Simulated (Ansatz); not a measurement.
# Rb on Au(111): change of the work function, part 2 of 2

How does one ordered layer of Rb (bridge site) change the work function of Au(111), and what dipole does each adsorbate carry?

Ansatz 0.2.0; plane-wave DFT, PBEsol, Ansatz PAW.

So far, work function, upper face (eV): step 2 (the clean slab) 5.24; step 3 (adsorbate added) 1.64; step 5 (the covered slab, atoms frozen) 1.64; step 6 (the substrate alone) 5.26; step 7 (the adsorbate layer alone) 2.37.

### 8. Density difference

This step: plane-wave DFT, PBEsol, Ansatz PAW; density difference on adsorption (Ansatz 0.2.0).

The densities of the parts are taken from that of the whole and averaged over planes; the first moment of what is left gives the step in the potential.

Numbers from this step:

* largest charge moved: 0.009826 e/Å²
* potential step from the moved charge: -3.622 eV

Planar mean, whole system less its parts. The electron density difference by z:

```tsv
z (Å)	electron density difference (e/Å³)
5	-1.0e-6
6	-9.2e-6
7	-4.9e-5
8	3.0e-5
9	3.5e-4
10	2.9e-5
11	3.0e-4
12	-1.3e-4
13	-1.1e-4
14	2.4e-4
15	-0.00167
16	-3.9e-4
17	0.0113
18	-3.9e-5
19	-0.00442
20	-0.00234
21	-0.00174
22	-2.8e-4
23	7.1e-5
24	5.9e-5
25	2.6e-5
26	8.9e-6
27	2.5e-6
28	5.1e-7
```

Planar mean, whole system less its parts. Table of electrons moved below z by z:

```tsv
z (Å)	electrons moved below z (e/Å²)
5	-3.8e-7
6	-4.8e-6
7	-3.4e-5
8	-6.5e-5
9	1.9e-5
10	1.4e-4
11	4.1e-5
12	-1.2e-4
13	7.3e-5
14	1.1e-4
15	5.0e-4
16	-0.00123
17	0.00208
18	0.00975
19	0.00574
20	0.00300
21	6.9e-4
22	-1.1e-4
23	-1.3e-4
24	-6.0e-5
25	-2.1e-5
26	-6.1e-6
27	-1.5e-6
28	-2.9e-7
```

### 9. A changed input

This step: plane-wave DFT, PBEsol, Ansatz PAW (Ansatz 0.2.0).

System of this step: Rb/Au(111). The cell holds 17 atoms: 16 Au and 1 Rb. Its edges and angles: a = 5.770 Å, b = 5.770 Å, c = 28.504 Å, α = 90.0°, β = 90.0°, γ = 60.0°. Vacuum lies along c.

A run with a changed input: it repeats the earlier run at 0.25 ML with scf.occupations.width from 0.1 to 0.01, crystal.symmetry to detect: false and basis.ecutwfc to 33.1 Ry; its output block differs too.

input.yaml

```yaml
crystal:
  lattice:
    - [5.7699913344, 0.0, 0.0]
    - [2.8849956672, 4.9969590752, 0.0]
    - [0.0, 0.0, 28.5035810597]
  atoms:
    - { symbol: Au, position: [0.0, 0.0, 0.3157497993] }
    - { symbol: Au, position: [0.1666666667, 0.1666666667, 0.3983916643] }
    - { symbol: Au, position: [0.3333333333, 0.3333333333, 0.4801774587] }
    - { symbol: Au, position: [0.0, 0.0, 0.5632669705] }
    - { symbol: Au, position: [0.0, 0.5, 0.3157497993] }
    - { symbol: Au, position: [0.1666666667, 0.6666666667, 0.3983916643] }
    - { symbol: Au, position: [0.3333333333, 0.8333333333, 0.4801774587] }
    - { symbol: Au, position: [0.0, 0.5, 0.5632669705] }
    - { symbol: Au, position: [0.5, 0.0, 0.3157497993] }
    - { symbol: Au, position: [0.6666666667, 0.1666666667, 0.3983916643] }
    - { symbol: Au, position: [0.8333333333, 0.3333333333, 0.4801774587] }
    - { symbol: Au, position: [0.5, 0.0, 0.5632669705] }
    - { symbol: Au, position: [0.5, 0.5, 0.3157497993] }
    - { symbol: Au, position: [0.6666666667, 0.6666666667, 0.3983916643] }
    - { symbol: Au, position: [0.8333333333, 0.8333333333, 0.4801774587] }
    - { symbol: Au, position: [0.5, 0.5, 0.5632669705] }
    - { symbol: Rb, position: [0.25, 0.0, 0.6842502007] }
  symmetry: { detect: false }
kpoints:
  mp_grid: { grid: [6, 6, 1] }
hamiltonian:
  xc: pbesol
scf:
  occupations: { method: fermi_dirac, width: 0.01 }
  convergence: { dr2_threshold: 1.0e-08 }
efield:
  axis: 3
  dipole_correction: true
  ramp_position: 0.97
  ramp_width: 0.06
relax:
  f_tol: 0.02
  max_steps: 60
  constraints: [{ sites: [0, 1, 4, 5, 8, 9, 12, 13] }]
output:
  bader: true
  dos: { projected: true, e_range: [-8, 4] }
  write_potential: true
  write_density: true
  volumetric_format: npy
basis:
  ecutwfc: "33.1 Ry"
```

On the command line:

```bash
> ansatz run input.yaml --threads 4 --pin off --max-ram 6144MiB --backend cpu --events-out ev --progress --plain --runs-dir out
```

Elapsed: 4.3 min, on 4 threads of AMD EPYC 9R45, shared host; peak memory 5.3 GiB; 17 min of CPU time.

Relaxation path:

```tsv
step	energy less that of the first step (eV)	largest force component (eV/Å)
1	0.0000	0.6607
2	-0.0686	0.6104
3	-0.1696	0.5146
4	-0.2566	0.2670
5	-0.2779	0.0945
6	-0.2806	0.0212
7	-0.2807	0.0019
```

The atoms that moved most (Å):

```tsv
atom	dx	dy	dz	length
Rb17	-0.001	0.017	-0.677	0.677
Au4	-0.026	0.003	-0.069	0.074
Au12	0.026	0.003	-0.069	0.074
Au16	0.000	0.013	0.051	0.052
Au15	0.000	-0.008	-0.039	0.040
Au8	0.000	-0.001	0.037	0.037
Au7	0.000	-0.002	-0.016	0.016
Au11	-0.002	0.014	-0.006	0.015
```

Final coordinates:

```
Au Rb
1.0
     5.76999    0.00000    0.00000
     2.88500    4.99696    0.00000
     0.00000    0.00000   28.50358
Au Rb
16 1
Direct
  0.00000 0.00000 0.31575
  0.16667 0.16667 0.39839
  0.33229 0.33612 0.47997
  0.99508 0.00066 0.56083
  0.00000 0.50000 0.31575
  0.16667 0.66667 0.39839
  0.33348 0.83303 0.47961
  0.00008 0.49982 0.56455
  0.50000 0.00000 0.31575
  0.66667 0.16667 0.39839
  0.83158 0.33612 0.47997
  0.50423 0.00066 0.56084
  0.50000 0.50000 0.31575
  0.66667 0.66667 0.39839
  0.83415 0.83167 0.47880
  0.49874 0.50251 0.56504
  0.24821 0.00339 0.66049
```

This step gave:

```yaml
energy_at_zero_smearing: -211328.1206 eV
work_function_upper_face: 1.596 eV
work_function_lower_face: 5.164 eV
dipole_along_the_normal: 0.5685 e·Å
step_between_the_vacuum_levels: -3.568 eV
```

The density of states has structure finer than the step of the table below, so its rows give means over 0.25 eV. Peaks (eV: height): -4.450: 68.8, -4.330: 58.3, -4.210: 53.9, -4.150: 65.6, -3.430: 68.6, -3.070: 56.3, -2.200: 57.6.

Density of states against energy, zero at the Fermi level; means over each step:

```tsv
energy (eV)	density of states (states/eV a cell)
-7.75	2.39
-7.50	4.21
-7.25	5.41
-7.00	9.82
-6.75	17.3
-6.50	18.7
-6.25	29.5
-6.00	26.2
-5.75	18.9
-5.50	27.3
-5.25	20.7
-5.00	26.1
-4.75	30.3
-4.50	43.7
-4.25	46.8
-4.00	38.8
-3.75	25.5
-3.50	38.5
-3.25	29.1
-3.00	39.3
-2.75	37.8
-2.50	30.0
-2.25	35.6
-2.00	41.0
-1.75	21.4
-1.50	9.08
-1.25	4.43
-1.00	9.49
-0.75	3.44
-0.50	3.69
-0.25	4.72
0.00	7.87
0.25	6.47
0.50	5.15
0.75	5.48
1.00	5.57
1.25	4.88
1.50	8.30
1.75	9.09
```

Projected DOS per atom over height of the atomic layer and energy from the Fermi level. Layers: Au4 Au4 Au4 Au4 Rb from below.

Ten even steps from '0' (0.01 states/eV) to '9' (3.07 states/eV), each cell a mean:
```
00001
00000
00002
00001
00101
00000
10010
11110
67740
76660
95680
74580
74470
97790
78780
45640
44450
46540
26630
13310
01100
00000
```
Columns: height of the atomic layer (Å) from 9 to 18.8 (not evenly spaced); rows upwards: energy from the Fermi level (eV) from -7.96 to 1.95.

```tsv
quantity	this run	earlier run	difference
work function, upper face (eV)	1.596	1.643	-0.046
work function, lower face (eV)	5.164	5.243	-0.079
dipole along the normal (e·Å)	0.5685	0.5737	-0.0052
```

What moves beyond 0.01 in its unit (for the dipole 0.5 % and 5e-5 e·Å): work function, lower face (-0.079 eV), work function, upper face (-0.0464 eV) and dipole along the normal (-0.0052 e·Å).

### 10. A changed input: relax.f_tol = 0.05 and relax.max_displacement = 0.5

System of this step: Au(111). The cell holds 4 atoms: 4 Au. Cell: a = 2.885 Å, b = 2.885 Å, c = 25.067 Å, α = 90.0°, β = 90.0°, γ = 60.0°. Vacuum lies along c.

Another changed input: it repeats the earlier run at 0 ML with relax.f_tol from 0.02 to 0.05 and relax.max_displacement to 0.5.

input.yaml

```yaml
crystal:
  lattice:
    - [2.8849956672, 0.0, 0.0]
    - [1.4424978336, 2.4984795376, 0.0]
    - [0.0, 0.0, 25.0667672949]
  atoms:
    - { symbol: Au, position: [0.0, 0.0, 0.3590411118] }
    - { symbol: Au, position: [0.3333333333, 0.3333333333, 0.4530137039] }
    - { symbol: Au, position: [0.6666666667, 0.6666666667, 0.5469862961] }
    - { symbol: Au, position: [0.0, 0.0, 0.6409588882] }
kpoints:
  mp_grid: { grid: [12, 12, 1] }
hamiltonian:
  xc: pbesol
scf:
  occupations: { method: fermi_dirac, width: 0.1 }
  convergence: { dr2_threshold: 1.0e-08 }
efield:
  axis: 3
  dipole_correction: true
  ramp_position: 0.97
  ramp_width: 0.06
relax:
  f_tol: 0.05
  max_steps: 60
  constraints: [{ sites: [0, 1] }]
  max_displacement: 0.5
output:
  write_potential: true
  write_density: true
  volumetric_format: npy
```

It took 2.7 s on 4 threads; peak memory 0.67 GiB; 10 s of CPU time.

Step by step:

```tsv
step	energy less that of the first step (eV)	largest force component (eV/Å)
1	0.0000	0.1540
2	0.0021	0.2427
3	-0.0015	0.0058
```

Relaxation step 2 was tried and not accepted.

Forces are held to the 6 operations that the program found; a distortion that breaks them can't arise in this run.

The atoms that moved most (Å):

```tsv
atom	dx	dy	dz	length
Au3	0.000	0.000	-0.024	0.024
Au4	0.000	0.000	-0.012	0.012
```

Final coordinates:

```cif
data_structure
_symmetry_space_group_name_H-M 'P 1'
_symmetry_Int_Tables_number 1
_cell_length_a 2.8850
_cell_length_b 2.8850
_cell_length_c 25.0668
_cell_angle_alpha 90.000
_cell_angle_beta 90.000
_cell_angle_gamma 60.000
_cell_volume 180.68
loop_
_atom_site_label
_atom_site_type_symbol
_atom_site_fract_x
_atom_site_fract_y
_atom_site_fract_z
_atom_site_occupancy
Au1 Au 0.00000 0.00000 0.35904 1
Au2 Au 0.33333 0.33333 0.45301 1
Au3 Au 0.66667 0.66667 0.54601 1
Au4 Au 0.00000 0.00000 0.64049 1
```

Read from the output:

| Property | Result |
| --- | --- |
| energy at zero smearing | -52027.4805 eV |
| work function, upper face | 5.242 eV |
| dipole along the normal | -2.20e-4 e·Å |

```tsv
quantity	this run	earlier run	difference
work function, upper face (eV)	5.242	5.242	0
dipole along the normal (e·Å)	-2.20e-4	-2.20e-4	0
```

Nothing in the table moves by 0.01 in its unit (for the dipole 0.5 % and 5e-5 e·Å).

### 11. Results

* work function of the clean face: 5.24 eV
* work function at 0.25 ML: 1.64 eV
* dipole per adsorbate at 0.25 ML, positive end outwards: 2.76 D
* step of the potential from the moved charge at 0.25 ML, upper less lower side, atoms held: -3.62 eV

What this shows: Rb lowers the work function of Au(111) at the lowest coverage, by 3.60 eV: the adsorbate layer has its positive end outwards. One coverage alone was completed, so no trend follows. The slab has 4 layers, at the tabulated experimental lattice constant, one starting site was run, and quantum-size effects of a slab this thin can reach one or two tenths of an eV.

[Long decimals in the printed logs are rounded to 6 places.]

[Logs are printed without paths, hosts, clocks, repeated set-up lines and the standing remarks that a program may print on its own settings, such as how far it seeks lower states.]

[Hosts, paths, dates, database ids (printed as entryN), source tags and the programs' standing remarks are cut or masked in the printed files.]

[Maps of the electrostatic potential energy from Ansatz leave out the sawtooth potential of an applied field or a dipole correction, so their vacuum need not be flat; planar profiles and work functions include it.]

[The density of states shown here was stored with 400 of the rows of the run's finer table, so its peaks can read low, often by over a quarter, or be missed, and its means over a window can be off by a tenth or more.]
